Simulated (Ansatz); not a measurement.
# How well the gap of CsPbCl3 (Pm-3m) can be computed, part 2 of 3

The study climbs from cheap functionals to G0W0 on CsPbCl3 (Pm-3m) and then asks what each convergence step is worth.

Ansatz 0.2.0; density functionals, hybrids, G0W0, plane waves, PAW. Known limits of the many-body steps: not at the basis limit; no spin-orbit coupling.

So far. Step 6 (HSE06): The gap stands +0.67 eV against PBE. Step 7 (PBE0): The gap stands +1.32 eV against PBE.

In doubt: masses and optical values from hybrid runs of this build are listed as unsure (step 12), which bears on the screening that GW takes from such a start.

### 8. DDH-PBE0

Here the share of exact exchange is set once to one over ε∞ of the semilocal ground state, the screening that GW applies at long range.

This step: DFT, dielectric-dependent PBE0 (fraction 1/eps_inf of PBE), plane waves, PAW.

input.yaml

```yaml
crystal:
  lattice:
    - [5.605, 0.0, 0.0]
    - [0.0, 5.605, 0.0]
    - [0.0, 0.0, 5.605]
  atoms:
    - { symbol: Cs, position: [0.0, 0.0, 0.0] }
    - { symbol: Pb, position: [0.5, 0.5, 0.5] }
    - { symbol: Cl, position: [0.5, 0.5, 0.0] }
    - { symbol: Cl, position: [0.0, 0.5, 0.5] }
    - { symbol: Cl, position: [0.5, 0.0, 0.5] }
  host: atoms
kpoints:
  mp_grid: { grid: [4, 4, 4] }
  band_path:
    path: [[0.0, 0.0, 0.0], [0.0, 0.5, 0.0], [0.5, 0.5, 0.0], [0.5, 0.5, 0.5]]
    npoints: 1
hamiltonian:
  xc:
    exchange: pbe
    correlation: pbe
    exx: { coeff: inverse_dielectric }
scf:
  occupations: { method: fixed }
  n_extra_bands: 5
output:
  forces: true
  stress: true
  eigenvalues: true
```

Command:

```
$ ansatz run input.yaml --threads 3 --pin off --max-ram 64512MiB --backend cuda --events-out ev --progress --plain --runs-dir out --devices 1 --max-vram 24GiB  # rebuilt from the run's record
```

Numbers of over 12 decimals in the logs are rounded to 6 here.

What it wrote:

```text
[...]
the fraction of exact exchange is that of a crystal of Cs1Pb1Cl3
GPUs: using 1 of 1 available (devices: 1).
[...]
a weight of exact exchange comes from the crystal, and the text's number only plans the run
Solving k-mesh 2×2×2 for the fraction of exact exchange
[...]
P = ⅓ Tr σ = 1.4014 GPa (14.014 kbar)
--- Band table (eV; the first three rows and the last of 10) ---
  k-point 0: bands = [... 18 lower, 0.0439, 0.1835, 0.1835, 0.1835, 8.1207, 9.0794, 9.0794, 10.0525, ... 1 higher]
  k-point 1: bands = [... 18 lower, -0.0074, 0.1207, 0.1207, 0.3958, 8.6508, 9.4755, 9.5091, 9.7310, ... 1 higher]
  k-point 2: bands = [... 18 lower, -0.0588, 0.0566, 0.0566, 1.3625, 7.8134, 9.5252, 10.0506, 10.3111, ... 1 higher]
  k-point 9: bands = [... 18 lower, 0.5156, 0.5156, 0.5156, 3.3794, 6.6464, 6.6464, 6.6464, 9.9522, ... 1 higher]
[key lines of the parts left out:]
Free energy (F): -20830.671674 eV
Fermi energy:    3.379442 eV
```

The job ended after 84 s (1 × NVIDIA H100 80GB HBM3 (shared by 3 runs) with 3 threads of AMD EPYC 7R13 (Zen 3), shared host; peak memory 3.8 GiB).

This step gave:

```yaml
gap: 3.267 eV
valence_top_at: R
conduction_bottom_at: R
least_direct_gap: 3.267 eV
exact_exchange_fraction: 0.2537
```

The gap stands +1.34 eV against PBE; the share of exchange is 0.254, one over an ε∞ of 3.9.

### 9. Dielectric tensor

ε∞ sets how strongly the crystal screens. Perturbation theory gives it with local fields and without a sum over empty bands.

This step: dielectric response by perturbation theory, PBE, plane waves, PAW.

input.yaml

```yaml
crystal:
  lattice:
    - [5.605, 0.0, 0.0]
    - [0.0, 5.605, 0.0]
    - [0.0, 0.0, 5.605]
  atoms:
    - { symbol: Cs, position: [0.0, 0.0, 0.0] }
    - { symbol: Pb, position: [0.5, 0.5, 0.5] }
    - { symbol: Cl, position: [0.5, 0.5, 0.0] }
    - { symbol: Cl, position: [0.0, 0.5, 0.5] }
    - { symbol: Cl, position: [0.5, 0.0, 0.5] }
kpoints:
  mp_grid: { grid: [4, 4, 4] }
hamiltonian:
  xc: pbe
scf:
  occupations: { method: fixed }
dielectric: {}
```

What it wrote:

```text
GPUs: using 1 of 1 available (devices: 1).
[...]
GPU FFT provider: cuFFT
GPU libraries: cuBLAS 13.8.1, cuFFT 12.4.0, cuSOLVER 12.3.2
Crystal: 5 atoms, lattice volume = 176.087 Å³
Basis set: ecut = 420 eV, 3407 PW (Γ), exchange–correlation on 80×80×80 points (8 copies of the dense FFT grid, shifted against one another)
Bands: 27, of which v1, the nominal top of the filled ones, is band 22 counted from 1 (21 counted from 0)
Symmetry: 48 space group operations
k-points: 18 of 64 (irreducible under 8 space group operations, time reversal used)
[...]
GPU buffer pool allocated for 64000 grid points (all kernels)
[...]
SCF iter   1: F=—  HF=-20823.254483 eV  |F-HF|=—  |Δ(HF+E_count)|=         —  Δρ=4.80e-4  dr2=5.50e-4  ethr=1.77e-3  ⟨swp⟩=4.7  Hψ=2113  notcnv=0  defer=45
[...]
SCF iter   7: F=-20823.254568 eV  HF=-20823.254568 eV  |F-HF|=8.73e-11  |Δ(HF+E_count)|=  3.57e-10  Δρ=1.79e-7  dr2=7.22e-11  ethr=1.00e-12  ⟨swp⟩=10.9  Hψ=2484  notcnv=0
SCF 1 converged in 7 iterations: F = -20823.254568 eV  dr2 = 7.22e-11
[...]
the response reads at least the filled bands of the reference SCF and the lowest empty band at each k-point, and that SCF's band table does not vouch for those bands. The notice of the band table in this run's record says why
[...]
SCF converged after 7 iterations
Free energy (F): -20823.254568 eV
[...]
Internal energy: -20823.254568 eV  (E = F + TS)
E sigma→0 (E₀):  -20823.254568 eV
Fermi energy:    4.122136 eV
[...]
--- Band table (eV; the first three rows and the last of 18) ---
  k-point 0: bands = [... 18 lower, 1.4707, 1.5782, 1.5782, 1.5782, 7.4573, 8.3925, 8.3925, 9.3016, ... 1 higher]
  k-point 1: bands = [... 18 lower, 1.4216, 1.5233, 1.5233, 1.6771, 7.9621, 8.7425, 8.7969, 8.9438, ... 1 higher]
  k-point 2: bands = [... 18 lower, 1.3729, 1.4678, 1.4678, 2.4264, 7.1389, 8.7951, 9.3023, 9.4428, ... 1 higher]
  k-point 17: bands = [... 18 lower, 1.8981, 1.8981, 1.8981, 4.1221, 6.0485, 6.0485, 6.0485, 9.2141, ... 1 higher]
--- Dielectric response (ions clamped): 3 representative field directions + reference, inside a basis on a mesh of 1000 k-points (Σ response iterations 12) ---
  ε∞ (high-frequency dielectric tensor):
        3.935175     0.000000     0.000000
        0.000000     3.935175     0.000000
        0.000000     0.000000     3.935175
  Born effective charges Z* (e; rows j = field, columns β = displacement):
    site 0:
         1.31891    0.00000    0.00000
        -0.00000    1.31891    0.00000
         0.00000    0.00000    1.31891
    site 1:
         3.92493   -0.00000    0.00000
        -0.00000    3.92493    0.00000
[...]
site 2:
[...]
site 3:
[...]
0.00000    0.00000   -0.72797
    site 4:
        -0.72797    0.00000    0.00000
        -0.00000   -3.78790    0.00000
         0.00000    0.00000   -0.72797
  Z* charge neutrality: 2.153e-3 e pre-enforcement
  solved inside a basis spanned on kpoints, on 10×10×10 k-points, which do not settle them: ε∞ is read to err by 3.4e-2, Z* by 4.5e-2 e (field_mesh: kpoints solves on kpoints); Z* is corrected for what the basis lacks
```

The job ended after 16 s (1 × NVIDIA H100 80GB HBM3 (shared by 3 runs) with 3 threads; peak memory 1.8 GiB; 23 s of CPU time).

Numbers from this step:

```
stated error of ε∞ : 0.034
```

One over ε∞ averages 0.25, near the quarter of exact exchange in PBE0.

High-frequency dielectric tensor:

```
3.94 0.00 0.00
0.00 3.94 0.00
0.00 0.00 3.94
```

### 10. G0W0, 4×4×4 mesh, 341 empty bands, screening to 90 eV

G0W0 replaces the xc potential by the self-energy, built once from these orbitals. Only a window of levels is corrected, while the sums run over the empty bands that the input names.

This step: G0W0 on PBE, plane waves, PAW.

Changes to input.yaml since step 9:

```diff
@@ -17,2 +17,7 @@
   occupations: { method: fixed }
-dielectric: {}
+gw:
+  n_empty_bands: 341
+  ecut_chi: 90.0
+  qp_bands: [v2, c2]
+  qp_kpoints: band_edges
+  screening: { model: contour_deformation }
```

What it wrote:

```text
GPUs: using 1 of 1 available (devices: 1).
[...]
GPU FFT provider: cuFFT
GPU libraries: cuBLAS 13.8.1, cuFFT 12.4.0, cuSOLVER 12.3.2
Crystal: 5 atoms, lattice volume = 176.087 Å³
Basis set: ecut = 420 eV, 3407 PW (Γ)
Bands: 27, of which v1, the nominal top of the filled ones, is band 22 counted from 1 (21 counted from 0)
Symmetry: 48 space group operations
[...]
k-points: 10 of 64
[...]
8    23      6.3381    -8.3842    -3.2552   -12.2310  0.8013     6.9361     6.9298  root
     8    24      6.3381    -8.3842    -3.2552   -12.2310  0.8013     6.9361     6.9298  root
     9    21      1.8981   -20.9020     3.2443   -16.5297  0.7434     0.7350     0.7701  root
     9    22      4.1221   -20.3994     1.1097   -18.7474  0.7794     3.5751     3.5799  root
     9    23      6.0485    -7.8986    -3.2267   -11.6788  0.8053     6.6073     6.6021  root
     9    24      6.0485    -7.8986    -3.2267   -11.6788  0.8053     6.6073     6.6021  root
[key lines of the parts left out:]
SCF converged after 6 iterations
Free energy (F): -20823.254648 eV
Fermi energy:    4.122120 eV
```

It took 6.8 s on 1 × NVIDIA H100 80GB HBM3 (shared by 3 runs) with 3 threads; peak memory 1.6 GiB; 11 s of CPU time.

Numbers from this step:

* bands summed: 363
* RPA ε∞ on this mesh (eigenvalues): 4.357, 4.357, 4.357
* plane waves in the screening matrix: 341
* G0W0 gap on the mesh: 3.022 eV
* k of the valence top: -0.5, -0.5, -0.5
* k of the conduction bottom: -0.5, -0.5, -0.5
* starting gap on the mesh: 1.926 eV
* least direct G0W0 gap on the computed points: 3.022 eV

The gap on the mesh goes from 1.93 eV to 3.02 eV, a correction of +1.10 eV. Between the two edge states, bare exchange in place of the xc potential would open the gap by 5.43 eV, and correlation takes back 4.34 eV.

### 11. G0W0, 4×4×4 mesh, 965 empty bands, screening to 180 eV

Bands and screening cutoff are moved together, since each hides the error of the other.

Changes to input.yaml since step 10:

```diff
@@ -18,4 +18,4 @@
 gw:
-  n_empty_bands: 341
-  ecut_chi: 90.0
+  n_empty_bands: 965
+  ecut_chi: 180.0
   qp_bands: [v2, c2]
```

What it wrote:

```text
GPUs: using 1 of 1 available (devices: 1).
[...]
GPU FFT provider: cuFFT
GPU libraries: cuBLAS 13.8.1, cuFFT 12.4.0, cuSOLVER 12.3.2
Crystal: 5 atoms, lattice volume = 176.087 Å³
Basis set: ecut = 420 eV, 3407 PW (Γ)
Bands: 27, of which v1, the nominal top of the filled ones, is band 22 counted from 1 (21 counted from 0)
Symmetry: 48 space group operations
[...]
k-points: 10 of 64
[...]
GPU buffer pool allocated for 64000 grid points (all kernels)
[...]
SCF iter   1: F=—  HF=-20823.255651 eV  |F-HF|=—  |Δ(HF+E_count)|=         —  Δρ=4.97e-4  dr2=5.52e-4  ethr=1.77e-3  ⟨swp⟩=4.7  Hψ=1124  notcnv=0  defer=24
[...]
SCF iter   6: F=-20823.254648 eV  HF=-20823.254648 eV  |F-HF|=7.53e-10  |Δ(HF+E_count)|=   7.23e-8  Δρ=6.17e-7  dr2=1.23e-9  ethr=9.31e-11  ⟨swp⟩=8.7  Hψ=1335  notcnv=0
SCF 1 converged in 6 iterations: F = -20823.254648 eV  dr2 = 1.23e-9
[...]
G₀W₀ screening: q 1/10
[... further progress lines ...]
SCF converged after 6 iterations
Free energy (F): -20823.254648 eV
[...]
Internal energy: -20823.254648 eV  (E = F + TS)
E sigma→0 (E₀):  -20823.254648 eV
Fermi energy:    4.122120 eV
[...]
--- Band table (eV; the first three rows and the last of 10) ---
  k-point 0: bands = [... 18 lower, 1.4707, 1.5782, 1.5782, 1.5782, 7.4574, 8.3927, 8.3927, 9.3016, ... 1 higher]
  k-point 1: bands = [... 18 lower, 1.4216, 1.5234, 1.5234, 1.6772, 7.9622, 8.7426, 8.7971, 8.9438, ... 1 higher]
  k-point 2: bands = [... 18 lower, 1.3729, 1.4678, 1.4678, 2.4264, 7.1389, 8.7953, 9.3025, 9.4428, ... 1 higher]
  k-point 9: bands = [... 18 lower, 1.8981, 1.8981, 1.8981, 4.1221, 6.0485, 6.0485, 6.0485, 9.2141, ... 1 higher]
[...]
0    21      1.5782   -20.6410     3.0009   -16.2537  0.7373     0.1315     0.1919  root
     0    22      1.5782   -20.6410     3.0009   -16.2537  0.7373     0.1315     0.1919  root
     0    23      7.4574    -3.7535    -3.3729    -7.3996  0.8306     7.7318     7.7307  root
     0    24      8.3927    -3.4999    -3.3326    -7.2780  0.8305     8.8415     8.8382  root
     8    21      1.8931   -20.8856     2.9692   -16.5123  0.7405     0.4287     0.4889  root
     8    22      3.5042   -20.1007     0.9801   -18.1189  0.7711     2.4825     2.5025  root
     8    23      6.3381    -8.3842    -3.4469   -12.2310  0.8002     6.7408     6.7380  root
     8    24      6.3381    -8.3842    -3.4469   -12.2310  0.8002     6.7408     6.7380  root
     9    21      1.8981   -20.9020     2.9684   -16.5297  0.7405     0.4342     0.4943  root
     9    22      4.1221   -20.3994     0.6956   -18.7474  0.7751     3.1492     3.1657  root
     9    23      6.0485    -7.8986    -3.4039   -11.6788  0.8043     6.4271     6.4248  root
     9    24      6.0485    -7.8986    -3.4039   -11.6788  0.8043     6.4271     6.4248  root
```

Run time: 20 s. Hardware: 1 × NVIDIA H100 80GB HBM3 (shared by 3 runs) with 3 threads; peak memory 3.5 GiB; 35 s of CPU time.

This step gave:

| Item | Value |
| --- | --- |
| bands summed | 987 |
| RPA ε∞ on this mesh (eigenvalues) | 4.345, 4.345, 4.345 |
| plane waves in the screening matrix | 949 |
| q-points in the mesh | 64 |
| G0W0 gap on the mesh | 3.259 eV |
| k of the valence top | -0.5, -0.5, -0.5 |
| k of the conduction bottom | -0.5, -0.5, -0.5 |
| starting gap on the mesh | 1.926 eV |
| Z at the valence top | 0.7751 |
| Z at the conduction bottom | 0.8043 |
| least direct G0W0 gap on the computed points | 3.259 eV |

Against the run with 4×4×4 mesh, 341 empty bands, screening to 90 eV, the gap moves by +0.24 eV.

Limits: finite bands, cutoff and mesh; no spin-orbit coupling. v1 is the top filled band, c1 the lowest empty one. Levels before and after the correction, in eV, zero at the valence-band top of each column:

|  | conduction bottom | valence top |
| --- | --- | --- |
| Kohn-Sham | 1.93 | 0.00 |
| G0W0 | 3.26 | 0.00 |

|  | level | occupation | energy (eV) |
| --- | --- | --- | --- |
| Kohn-Sham | (-0.5 -0.5 -0.5) v2 | 2 | -2.224 |
| Kohn-Sham | (-0.5 -0.5 -0.5) v1 | 2 | 0.000 |
| Kohn-Sham | (-0.5 -0.5 -0.5) c1-c2 | 0 | 1.926 |
| G0W0 | (-0.5 -0.5 -0.5) v2 | 2 | -2.671 |
| G0W0 | (-0.5 -0.5 -0.5) v1 | 2 | 0.000 |
| G0W0 | (-0.5 -0.5 -0.5) c1-c2 | 0 | 3.259 |

The parts of the quasiparticle energy at the two band edges (eV; QP = start + Σx + Σc − Vxc):

| run | edge | start | Σx | Σc | Vxc | Z | QP |
| --- | --- | --- | --- | --- | --- | --- | --- |
| 363 bands | valence top | 4.12 | -20.40 | 1.11 | -18.75 | 0.78 | 3.58 |
| 363 bands | conduction bottom | 6.05 | -7.90 | -3.23 | -11.68 | 0.81 | 6.60 |
| 987 bands | valence top | 4.12 | -20.40 | 0.70 | -18.75 | 0.78 | 3.17 |
| 987 bands | conduction bottom | 6.05 | -7.90 | -3.40 | -11.68 | 0.80 | 6.42 |

### 12. G0W0@HSE06, 4×4×4 mesh, 965 empty bands, screening to 180 eV

One-shot GW remembers its start. Another functional's orbitals and levels show by how much.

This step: G0W0 on HSE06, plane waves, PAW.

Changes to input.yaml since step 11:

```diff
@@ -14,3 +14,3 @@
 hamiltonian:
-  xc: pbe
+  xc: hse06
 scf:
```

What it wrote:

```text
GPUs: using 1 of 1 available (devices: 1).
[...]
GPU FFT provider: cuFFT
GPU libraries: cuBLAS 13.8.1, cuFFT 12.4.0, cuSOLVER 12.3.2
Crystal: 5 atoms, lattice volume = 176.087 Å³
Basis set: ecut = 420 eV, 3407 PW (Γ)
Bands: 27, of which v1, the nominal top of the filled ones, is band 22 counted from 1 (21 counted from 0)
Symmetry: 48 space group operations
[...]
k-points: 10 of 64
[...]
8    23      6.6147    -8.0865    -3.2982   -11.7284  0.8281     6.9598     6.9585  root
     8    24      6.6147    -8.0865    -3.2982   -11.7284  0.8281     6.9598     6.9585  root
     9    21      0.9305   -20.8985     2.5001   -17.5065  0.7761     0.0250     0.0387  root
     9    22      3.7150   -20.3744     0.4881   -19.1215  0.8075     2.9437     2.9503  root
     9    23      6.3139    -7.6498    -3.2556   -11.2308  0.8314     6.6405     6.6393  root
     9    24      6.3139    -7.6498    -3.2556   -11.2308  0.8314     6.6405     6.6393  root
[key lines of the parts left out:]
Free energy (F): -20833.958112 eV
Fermi energy:    3.714982 eV
```

It took 84 s on 1 × NVIDIA H100 80GB HBM3 (shared by 3 runs) with 3 threads; peak memory 3.6 GiB; 1.8 min of CPU time.

Numbers from this step:

```
bands summed                                 : 987
RPA ε∞ on this mesh (eigenvalues)            : 3.446, 3.446, 3.446
plane waves in the screening matrix          : 949
G0W0 gap on the mesh                         : 3.689 eV
k of the valence top                         : -0.5, -0.5, -0.5
k of the conduction bottom                   : -0.5, -0.5, -0.5
starting gap on the mesh                     : 2.599 eV
least direct G0W0 gap on the computed points : 3.689 eV
```

Against the run with 4×4×4 mesh, 965 empty bands, screening to 180 eV on PBE, the gap moves by +0.43 eV, while the start moved by +0.67 eV.

[end of part 2 of 3]

[Paths, hosts, dates, memory and timing lines, banners, echoed tables and standing remarks are left out of the program output.]

[Logs are printed without paths, hosts, clocks, repeated set-up lines and the standing remarks that a program may print on its own settings, such as how far it seeks lower states.]

[Runs of the session that timed out or met a known fault of the program may be left out.]

[Cells called generated may have been cut or substituted from an entry of the Crystallography Open Database or the Materials Project.]

[Hosts, paths, dates, database ids (printed as entryN), source tags and the programs' standing remarks are cut or masked in the printed files.]
